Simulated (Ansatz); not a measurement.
## WSeS monolayer, Janus: phonons and vibrational spectra

Aim: the vibrations of WSeS monolayer, Janus, their spectra, and whether the structure is stable.

Calculated with Ansatz 0.2.0; DFT PBEsol, scalar-relativistic, plane waves, PAW.

## (1) Starting point

The cell holds 3 atoms: 1 W, 1 S and 1 Se. Cell: a = 3.300 Å, b = 3.300 Å, c = 20.000 Å, α = 90.0°, β = 90.0°, γ = 120.0°. Vacuum lies along c.

Structure file:

```cif
data_structure
_symmetry_space_group_name_H-M 'P 1'
_symmetry_Int_Tables_number 1
_cell_length_a 3.3000
_cell_length_b 3.3000
_cell_length_c 20.0000
_cell_angle_alpha 90.000
_cell_angle_beta 90.000
_cell_angle_gamma 120.000
_cell_volume 188.62
loop_
_atom_site_label
_atom_site_type_symbol
_atom_site_fract_x
_atom_site_fract_y
_atom_site_fract_z
_atom_site_occupancy
W1 W 0.33333 0.66667 0.50000 1
S2 S 0.66667 0.33333 0.58000 1
Se3 Se 0.66667 0.33333 0.41500 1
```

## (2) Rough relaxation

A rough relaxation comes first, because large forces or stress need no tight tolerances yet.

The program solves this slab on a cell height of its own, 30.4 Å, in place of the one typed.

The input, input.yaml:

```yaml
crystal:
  lattice:
    - [3.3, 0.0, 0.0]
    - [-1.65, 2.85788, 0.0]
    - [0.0, 0.0, 20.0]
  atoms:
    - { symbol: W, position: [0.333333, 0.666667, 0.5] }
    - { symbol: S, position: [0.666667, 0.333333, 0.58] }
    - { symbol: Se, position: [0.666667, 0.333333, 0.415] }
  periodic: [true, true, false]
kpoints:
  mp_grid: { grid: [9, 9, 1] }
hamiltonian:
  xc: pbesol
scf:
  occupations: { method: gaussian, width: 0.1 }
output:
  forces: true
  stress: true
  eigenvalues: true
relax:
  adjacent_minimum: "off"
  f_tol: 0.05
  max_steps: 80
  cell: { stress_2d_tol: 0.02 }
```

Launch:

```bash
$ ansatz run input.yaml --threads 8 --pin off --max-ram 14336MiB --backend cpu --events-out ev --progress --plain --runs-dir out
```

Numbers of over 12 decimals in the logs are rounded to 6 here.

What it wrote:

```text
[...]
F+E_penalty+E_count = -16567.86257890 eV   max|allowed force component| = 2.598e-3 eV/Å   (the final SCF, on the basis selected at the relaxed cell)
  cell:  # Å, volume = 270.7454 Å³
    - [3.206848, 0, 0]
    - [-1.603424, 2.777212, 0]
    - [0, 0, 30.4]
  atoms:
    - { symbol: W, position: [0.333333, 0.666667, 0.329748] }
    - { symbol: S, position: [0.666667, 0.333333, 0.380184] }
    - { symbol: Se, position: [0.666667, 0.333333, 0.273620] }
[key lines of the parts left out:]
SCF converged after 8 iterations
Free energy (F): -16567.862579 eV
Fermi energy:    -4.546864 eV
P = ½ c Tr σ = 0.0078 N/m
```

Wall time 9.2 s (8 threads of Arm Neoverse V1, shared host); peak memory 0.77 GiB.

Step by step:

| step | energy less that of the first step (eV) | largest force component (eV/Å) | volume (Å³) |
| --- | --- | --- | --- |
| 1 | 0.0000 | 1.5697 | 286.70 |
| 2 | -0.1123 | 1.1666 | 268.54 |
| 3 | -0.1610 | 0.2536 | 268.85 |
| 4 | -0.1647 | 0.0267 | 271.58 |
| 5 | -0.1649 | 0.0025 | 270.75 |
| 6* | -0.1644 | 0.0026 | 270.75 |

Relaxation steps marked * repeat the geometry before them on a plane-wave basis chosen anew for their cell, so energy and pressure can jump there.

Forces are held to the 6 operations that the run works with; a distortion that breaks them can't arise in this run.

| cell as run | before | after | change |
| --- | --- | --- | --- |
| a (Å) | 3.300 | 3.207 | -2.8 % |
| b (Å) | 3.300 | 3.207 | -2.8 % |

The atoms that moved most (Å, along periodic axes as changes of fractional coordinates times the final cell, across vacuum about the mean position):

| atom | dx | dy | dz | length |
| --- | --- | --- | --- | --- |
| S2 | 0.000 | 0.000 | -0.042 | 0.042 |
| W1 | 0.000 | 0.000 | 0.024 | 0.024 |
| Se3 | 0.000 | 0.000 | 0.018 | 0.018 |

The relaxed structure:

```xyz
3
Lattice="3.2068 0.0000 0.0000 -1.6034 2.7772 0.0000 0.0000 0.0000 30.4000" Properties=species:S:1:pos:R:3
W     0.0000    1.8515   10.0244
S     1.6034    0.9257   11.5576
Se    1.6034    0.9257    8.3181
```

This step gave:

```yaml
gap_on_the_k_mesh: 1.831 eV
direct_gap_on_mesh: 1.831 eV
area_per_atom: 2.969 Å²
```

The relaxation ends with a largest force component of 0.0026 eV/Å.

## (3) Bringing the structure to rest

Harmonic phonons are second derivatives at a point where the forces vanish, and they are wanted at zero stress, so atoms and cell are relaxed first.

The input, input.yaml:

```yaml
crystal:
  lattice:
    - [3.2068484119, 0.0, 0.0]
    - [-1.6034242059, 2.7772121908, 0.0]
    - [0.0, 0.0, 30.4]
  atoms:
    - { symbol: W, position: [0.3333333333, 0.6666666667, 0.3297484388] }
    - { symbol: S, position: [0.6666666667, 0.3333333333, 0.3801840625] }
    - { symbol: Se, position: [0.6666666667, 0.3333333333, 0.2736201302] }
  periodic: [true, true, false]
kpoints:
  mp_grid: { grid: [12, 12, 1] }
hamiltonian:
  xc: pbesol
scf:
  occupations: { method: gaussian, width: 0.02 }
output:
  forces: true
  stress: true
  eigenvalues: true
  write_density: true
  write_potential: true
  elf: true
  volumetric_format: npy
relax:
  adjacent_minimum: "off"
  f_tol: 0.005
  max_steps: 80
  cell: { stress_2d_tol: 0.02 }
```

What it wrote:

```text
[...]
Crystal: 3 atoms, lattice volume = 270.745 Å³
Basis set: ecut = 420 eV, 5357 PW (Γ), exchange–correlation on 48×48×432 points (8 copies of the dense FFT grid, shifted against one another)
Bands: 22, of which v1, the nominal top of the filled ones, is band 18 counted from 1 (17 counted from 0)
Symmetry: 6 space group operations
[...]
k-points: 19 of 144 (time reversal used)
[...]
SCF iter   1: F=—  HF=-16567.876995 eV  |F-HF|=—  |Δ(HF+E_count)|=         —  Δρ=3.84e-3  dr2=2.20e-1  ethr=1.77e-3  ⟨swp⟩=15.4  Hψ=3465  notcnv=0
[...]
SCF iter   9: F=-16567.862705 eV  HF=-16567.862705 eV  |F-HF|=1.35e-8  |Δ(HF+E_count)|=   1.55e-7  Δρ=1.42e-6  dr2=6.53e-9  ethr=2.78e-10  ⟨swp⟩=18.8  Hψ=4427  notcnv=0
SCF 1 converged in 9 iterations: F = -16567.862705 eV  dr2 = 6.53e-9
[...]
relax step   1: F+E_penalty+E_count = -16567.86270544 eV  Δ(F+E_penalty+E_count) = +0.000e0 eV  max|allowed force component| = 2.408e-3 eV/Å  Δτ_max = 0.0000 Å  P = +0.008 N/m  Ω = 270.745 Å³  fix = [c, alpha, beta]  reactions: c +0.000 N/m  (9 SCF iters, dr2 threshold 1.00e-7 eV, accepted)
[...]
SCF iter   1: F=—  HF=-16567.862708 eV  |F-HF|=—  |Δ(HF+E_count)|=         —  Δρ=1.54e-6  dr2=6.81e-9  ethr=9.57e-8  ⟨swp⟩=6.9  Hψ=5678  notcnv=0
eigensolver tolerance schedule: the retry pair's looser diagonalisation over-reported the residual by 5057.25 of it (diagonalisation noise at 0.19 of the residual, at the tolerance the schedule requests for it); recorded, not acted on — ethr = c·dr2/N_el stays at c = 1.0e-1
[...]
SCF iter   2: F=—  HF=-16567.862705 eV  |F-HF|=—  |Δ(HF+E_count)|=   2.62e-6  Δρ=6.87e-7  dr2=2.29e-9  ethr=1.89e-11  ⟨swp⟩=6.1  Hψ=1602  notcnv=0
[...]
SCF iter   7: F=-16567.862705 eV  HF=-16567.862705 eV  |F-HF|=1.46e-11  |Δ(HF+E_count)|=  4.29e-10  Δρ=1.79e-8  dr2=7.75e-13  ethr=1.00e-12  ⟨swp⟩=11.1  Hψ=3058  notcnv=0
SCF 2 converged in 7 iterations: F = -16567.862705 eV  dr2 = 7.75e-13
relax step   2: F+E_penalty+E_count = -16567.86270545 eV  Δ(F+E_penalty+E_count) = -2.947e-9 eV  max|allowed force component| = 2.392e-3 eV/Å  Δτ_max = 0.0000 Å  P = +0.008 N/m  Ω = 270.745 Å³  fix = [c, alpha, beta]  reactions: c +0.000 N/m  stress off target by 8.11e-3 N/m on what of the cell is left free  SCF on the basis re-selected at this cell (its energy is not comparable with the rows above)  (7 SCF iters)
basis re-selected at this cell: Δ(F+E_penalty+E_count) = -2.947e-9 eV, ΔP = -0.000 N/m vs the last step (what re-selecting the basis moved, of the pressure what is left beyond the Pulay correction that the steps carried, after the strain that the cell walked since its last selection, with what the two solves' SCF thresholds leave and, on support functions, any second-order correction that the steps lacked; it is no m [...]
SCF converged after 7 iterations
Free energy (F): -16567.862705 eV
[...]
Internal energy: -16567.862705 eV  (E = F + TS)
E sigma→0 (E₀):  -16567.862705 eV
Fermi energy:    -4.549734 eV
[...]
--- Forces (eV/Å), atoms counted from 1 ---
  atom   1  W     -0.00000000     0.00000000    -0.00215371
  atom   2  S     -0.00000000     0.00000000     0.00239256
  atom   3  Se     0.00000000    -0.00000000    -0.00023844
  max |Σ_I F_I| component: 4.05e-7 eV/Å
--- 2D stress c σ (N/m, compression-positive) ---
        0.008111       0.000000       0.000000
        0.000000       0.008111       0.000000
        0.000000       0.000000       0.000000
  P = ½ c Tr σ = 0.0081 N/m
--- Band table (eV; the first three rows and the last of 19) ---
  k-point 0: bands = [... 14 lower, -7.7596, -6.6843, -6.6843, -5.6002, -2.4197, -2.4197, -2.1483, -2.1483]
  k-point 1: bands = [... 14 lower, -7.9165, -6.8433, -6.7032, -5.6341, -2.6198, -2.5374, -2.3491, -2.1470]
  k-point 2: bands = [... 14 lower, -7.9045, -7.1191, -6.8644, -5.8522, -3.2178, -2.6068, -2.6029, -1.7211]
  k-point 18: bands = [... 14 lower, -9.2676, -8.7820, -7.8099, -5.4625, -3.6312, -2.3713, -1.5496, 0.0012]
--- Relaxed structure (1 steps of the walk, 1 accepted, 1 SCFs on fresh bases) ---
[...]
cell:  # Å, volume = 270.7454 Å³
    - [3.206848, -2.886759078764964e-11, 0.0]
    - [-1.603424, 2.777212, 0.0]
    - [0.0, 0.0, 30.4]
  atoms:
    - { symbol: W, position: [0.333333, 0.666667, 0.3297484388] }
    - { symbol: S, position: [0.666667, 0.333333, 0.3801840625] }
    - { symbol: Se, position: [0.666667, 0.333333, 0.2736201302] }
```

It took 5.1 s on 8 threads; peak memory 0.77 GiB.

Little changed from the start: no atom moved by 0.005 Å and no cell edge by 0.1 %.

This step gave:

| Item | Value |
| --- | --- |
| gap on the k-mesh | 1.826 eV |

Electrostatic potential energy in the ac plane at fractional y = 0.333, with atoms of S and Se within 0.2 Å of it. With pseudopotentials it is smooth inside the atoms' cores, unlike the true potential.

Values in eV, 24 rows by 14 columns, each cell a mean:
```
  0   0   0   0   0   0   0   0   0   0   0   0   0   0
  0   0   0   0   0   0   0   0   0   0   0   0   0   0
  0   0   0   0   0   0   0   0   0   0   0   0   0   0
  0   0   0   0   0   0   0   0   0   0   0   0   0   0
  0   0   0   0   0   0   0   0   0   0   0   0   0   0
  0   0   0   0   0   0   0   0   0   0   0   0   0   0
  0   0   0   0   0   0   0   0   0   0   0   0   0   0
  0   0   0   0   0   0   0   0   0   0   0   0   0   0
  0   0   0   0   0   0   0   0   0   0   0   0   0   0
  0   0   0   0   0   0   0   0   0   0   0   0   0   0
  0   0   0   0   0   0   0   0   0   0   0   0   0   0
  0   0   0   0   0   0   0   0   0   0   0   0   0   0
  0   0   0   0   0   0   0   0   0   0   0   0   0   0
  0   0   0   0   0   0   0  -1  -1  -1  -1  -1  -1   0
 -5  -3  -2  -2  -3  -8 -16 -21 -22 -23 -23 -22 -19 -12
-11 -13 -14 -14 -12 -11 -12 -14 -15 -16 -16 -15 -13 -11
-11 -13 -15 -14 -12 -11 -11 -13 -13 -13 -13 -13 -12 -10
 -8  -4  -3  -3  -6 -13 -22 -22 -18 -16 -17 -20 -23 -18
 -1  -1  -1  -1  -1  -2  -2  -3  -4  -5  -5  -4  -3  -2
  0   0   0   0   0   0   0   0   0   0   0   0   0   0
  0   0   0   0   0   0   0   0   0   0   0   0   0   0
  0   0   0   0   0   0   0   0   0   0   0   0   0   0
  0   0   0   0   0   0   0   0   0   0   0   0   0   0
  0   0   0   0   0   0   0   0   0   0   0   0   0   0
```
Columns run along a (3.2 Å; values clipped at the 3rd and 97th percentile), rows up along c (30.4 Å). Atoms in or near the plane, at fractional coordinates: S at (0.67, 0.38), Se at (0.67, 0.27).

Valence density in the ac plane at fractional y = 0.333, with atoms of S and Se within 0.2 Å of it. It is the smooth field of the valence electrons, not physical close to the nuclei.

Ten steps, logarithmic in the rise over the least value, from '0' (0 e/Å³) to '9' (19 e/Å³), each cell a mean:
```
00000000000000000
00000000000000000
00000000000000000
00000000000000000
00000000000000000
00000000000000000
00000000000000000
00000000000000000
00000000000000000
00000000000000000
00000000000000000
00000000000000000
00000000000000000
00000000000000000
21101123333333332
22222222333333332
22222222233443322
21111123478998643
00000000111111100
00000000000000000
00000000000000000
00000000000000000
00000000000000000
00000000000000000
```
Columns run along a (3.2 Å), rows up along c (30.4 Å). Atoms in or near the plane, at fractional coordinates: S at (0.67, 0.38), Se at (0.67, 0.27).

ELF in the ac plane at fractional y = 0.333, with atoms of S and Se within 0.2 Å of it. It is the smooth field of the valence electrons, not physical close to the nuclei.

Ten even steps from '0' (0.00) to '9' (0.85), each cell a mean:
```
00000000000000000
00000000000000000
00000000000000000
00000000000000000
00000000000000000
00000000000000000
00000000000000000
00000000000000000
00000000000000000
00000000000000000
00000000000000000
00000000000000000
00000000000000000
20000124678888764
74112589986567999
43222346666556665
43222345555555555
75213689976556898
31000146789999875
00000000011111100
00000000000000000
00000000000000000
00000000000000000
00000000000000000
```
Columns run along a (3.2 Å), rows up along c (30.4 Å). Atoms in or near the plane, at fractional coordinates: S at (0.67, 0.38), Se at (0.67, 0.27).

## (4) Tight relaxation

Phonons need a cell at rest on their own settings, so the relaxation is repeated with tight tolerances on forces and stress, using the mesh and the filling of the phonon run that follows.

input.yaml, as its differences from that of step 3:

```diff
@@ -15,3 +15,3 @@
 scf:
-  occupations: { method: gaussian, width: 0.02 }
+  occupations: { method: fixed }
 output:
@@ -26,4 +26,4 @@
   adjacent_minimum: "off"
-  f_tol: 0.005
-  max_steps: 80
-  cell: { stress_2d_tol: 0.02 }
+  f_tol: 0.001
+  max_steps: 60
+  cell: { stress_2d_tol: 0.002 }
```

What it wrote:

```text
[...]
Crystal: 3 atoms, lattice volume = 270.745 Å³
Basis set: ecut = 420 eV, 5357 PW (Γ), exchange–correlation on 48×48×432 points (8 copies of the dense FFT grid, shifted against one another)
Bands: 22, of which v1, the nominal top of the filled ones, is band 18 counted from 1 (17 counted from 0)
Symmetry: 6 space group operations
[...]
k-points: 19 of 144 (time reversal used)
[...]
--- Relaxed structure (2 steps of the walk, 2 accepted, 1 SCFs on fresh bases) ---
[...]
cell:  # Å, volume = 270.7651 Å³
    - [3.206965, -2.886863899966504e-11, 0]
    - [-1.603482, 2.777313, 0]
    - [0, 0, 30.4]
  atoms:
    - { symbol: W, position: [0.333333, 0.666667, 0.329747] }
    - { symbol: S, position: [0.666667, 0.333333, 0.380186] }
    - { symbol: Se, position: [0.666667, 0.333333, 0.273619] }
[key lines of the parts left out:]
SCF converged after 10 iterations
Free energy (F): -16567.862706 eV
Fermi energy:    -5.462487 eV
P = ½ c Tr σ = -0.0018 N/m
```

Elapsed: 7.9 s, on 8 threads; peak memory 0.77 GiB; 57 s of CPU time.

Little changed from the start: no atom moved by 0.005 Å and no cell edge by 0.1 %.

Valence density in the ac plane at fractional y = 0.333, with atoms of S and Se within 0.2 Å of it. It is the smooth field of the valence electrons, not physical close to the nuclei.

Ten steps, logarithmic in the rise over the least value, from '0' (0 e/Å³) to '9' (19 e/Å³), each cell a mean:
```
00000000000000000
00000000000000000
00000000000000000
00000000000000000
00000000000000000
00000000000000000
00000000000000000
00000000000000000
00000000000000000
00000000000000000
00000000000000000
00000000000000000
00000000000000000
00000000000000000
21101123333333332
22222222333333332
22222222233443322
21111123478998643
00000000111111100
00000000000000000
00000000000000000
00000000000000000
00000000000000000
00000000000000000
```
Columns run along a (3.2 Å), rows up along c (30.4 Å). Atoms in or near the plane, at fractional coordinates: S at (0.67, 0.38), Se at (0.67, 0.27).

Electrostatic potential energy in the ac plane at fractional y = 0.333, with atoms of S and Se within 0.2 Å of it. With pseudopotentials it is smooth inside the atoms' cores, unlike the true potential.

Ten even steps from '0' (-24 eV) to '9' (0 eV), each cell a mean:
```
99999999999999999
99999999999999999
99999999999999999
99999999999999999
99999999999999999
99999999999999999
99999999999999999
99999999999999999
99999999999999999
99999999999999999
99999999999999999
99999999999999999
99999999999999999
99999999999999999
78998874100000125
54434455433333345
54333455444444455
67888751012332002
99999999887778889
99999999999999999
99999999999999999
99999999999999999
99999999999999999
99999999999999999
```
Columns run along a (3.2 Å; values clipped at the 3rd and 97th percentile), rows up along c (30.4 Å). Atoms in or near the plane, at fractional coordinates: S at (0.67, 0.38), Se at (0.67, 0.27).

ELF in the ac plane at fractional y = 0.333, with atoms of S and Se within 0.2 Å of it. It is the smooth field of the valence electrons, not physical close to the nuclei.

Values, 24 rows by 14 columns, each cell a mean:
```
0.00 0.00 0.00 0.00 0.00 0.00 0.00 0.00 0.00 0.00 0.00 0.00 0.00 0.00
0.00 0.00 0.00 0.00 0.00 0.00 0.00 0.00 0.00 0.00 0.00 0.00 0.00 0.00
0.00 0.00 0.00 0.00 0.00 0.00 0.00 0.00 0.00 0.00 0.00 0.00 0.00 0.00
0.00 0.00 0.00 0.00 0.00 0.00 0.00 0.00 0.00 0.00 0.00 0.00 0.00 0.00
0.00 0.00 0.00 0.00 0.00 0.00 0.00 0.00 0.00 0.00 0.00 0.00 0.00 0.00
0.00 0.00 0.00 0.00 0.00 0.00 0.00 0.00 0.00 0.00 0.00 0.00 0.00 0.00
0.00 0.00 0.00 0.00 0.00 0.00 0.00 0.00 0.00 0.00 0.00 0.00 0.00 0.00
0.00 0.00 0.00 0.00 0.00 0.00 0.00 0.00 0.00 0.00 0.00 0.00 0.00 0.00
0.00 0.00 0.00 0.00 0.00 0.00 0.00 0.00 0.00 0.00 0.00 0.00 0.00 0.00
0.00 0.00 0.00 0.00 0.00 0.00 0.00 0.00 0.00 0.00 0.00 0.00 0.00 0.00
0.00 0.00 0.00 0.00 0.00 0.00 0.00 0.00 0.00 0.00 0.00 0.00 0.00 0.00
0.00 0.00 0.00 0.00 0.00 0.00 0.00 0.00 0.00 0.00 0.00 0.00 0.00 0.00
0.00 0.00 0.00 0.00 0.00 0.01 0.02 0.04 0.06 0.07 0.06 0.05 0.03 0.01
0.16 0.04 0.01 0.02 0.09 0.28 0.47 0.60 0.68 0.71 0.70 0.65 0.55 0.38
0.59 0.29 0.13 0.17 0.45 0.74 0.83 0.79 0.62 0.51 0.55 0.71 0.83 0.81
0.35 0.25 0.22 0.23 0.31 0.44 0.54 0.57 0.53 0.47 0.49 0.56 0.57 0.50
0.33 0.26 0.23 0.24 0.30 0.39 0.47 0.49 0.47 0.44 0.46 0.48 0.49 0.44
0.61 0.36 0.19 0.24 0.50 0.72 0.77 0.71 0.55 0.43 0.48 0.63 0.76 0.76
0.27 0.09 0.03 0.05 0.17 0.41 0.60 0.71 0.77 0.79 0.79 0.75 0.67 0.52
0.01 0.00 0.00 0.00 0.01 0.02 0.05 0.09 0.13 0.15 0.14 0.11 0.07 0.04
0.00 0.00 0.00 0.00 0.00 0.00 0.00 0.00 0.00 0.00 0.00 0.00 0.00 0.00
0.00 0.00 0.00 0.00 0.00 0.00 0.00 0.00 0.00 0.00 0.00 0.00 0.00 0.00
0.00 0.00 0.00 0.00 0.00 0.00 0.00 0.00 0.00 0.00 0.00 0.00 0.00 0.00
0.00 0.00 0.00 0.00 0.00 0.00 0.00 0.00 0.00 0.00 0.00 0.00 0.00 0.00
```
Columns run along a (3.2 Å), rows up along c (30.4 Å). Atoms in or near the plane, at fractional coordinates: S at (0.67, 0.38), Se at (0.67, 0.27).

The largest force component left is 0.64 meV/Å, within the tolerances set.

(Part 1 of 3 ends here.)

[Logs are printed without paths, hosts, clocks, repeated set-up lines and the standing remarks that a program may print on its own settings, such as how far it seeks lower states.]

[Hosts, paths, dates, database ids (printed as entryN), source tags and the programs' standing remarks are cut or masked in the printed files.]
